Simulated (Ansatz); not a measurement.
## Amorphous Si (169 atoms): a reference run and its variants

Density of this cell: 2.26 g/cm³. The cell holds 169 atoms: 169 Si. Its edges and angles: a = 15.165 Å, b = 15.165 Å, c = 15.165 Å, α = 90.0°, β = 90.0°, γ = 90.0°. 169 atoms (169 Si) placed at random at 2.26 g/cm³, melted at 2500 K for 20 ps at fixed volume with the modified Tersoff potential (Kumagai, Izumi, Hara and Sakai, Comput. Mater. Sci. 39, 457 (2007)). Quenched from 2500 K to 300 K at 20 K/ps and fixed volume, held 5 ps. The starting density is a measured one.

Geometry: as built.

Reference run: Kohn-Sham DFT, PBE, PAW (set soft_2), plane waves (Ansatz 0.2.0), cutoff 420 eV, Γ point, gaussian smearing of 0.025 eV.

```
r.m.s. force component                           : 0.4557 eV/Å
pressure                                         : 0.05908 GPa
spacing of highest filled and lowest empty level : 0.0562 eV
SCF cycles                                       : 10
time                                             : 84 s on 4 threads of Arm Neoverse V2, shared host
```

Variants, in no order:
A. support functions medium, spacing 0.206 Å
B. support functions high
C. support functions medium, spacing 0.386 Å

**Question.** Rank the variants by how far their forces lie from the reference's, least first.

B, A, C.

| variant | Δ force, r.m.s. (meV/Å) | share of r.m.s. force (%) |
| --- | --- | --- |
| B. support functions high | 0.093 | 0.0204 |
| A. support functions medium, spacing 0.206 Å | 0.286 | 0.0628 |
| C. support functions medium, spacing 0.386 Å | 1.41 | 0.310 |

[Logs are printed without paths, hosts, clocks, repeated set-up lines and the standing remarks that a program may print on its own settings, such as how far it seeks lower states.]

[Hosts, paths, dates, database ids (printed as entryN), source tags and the programs' standing remarks are cut or masked in the printed files.]
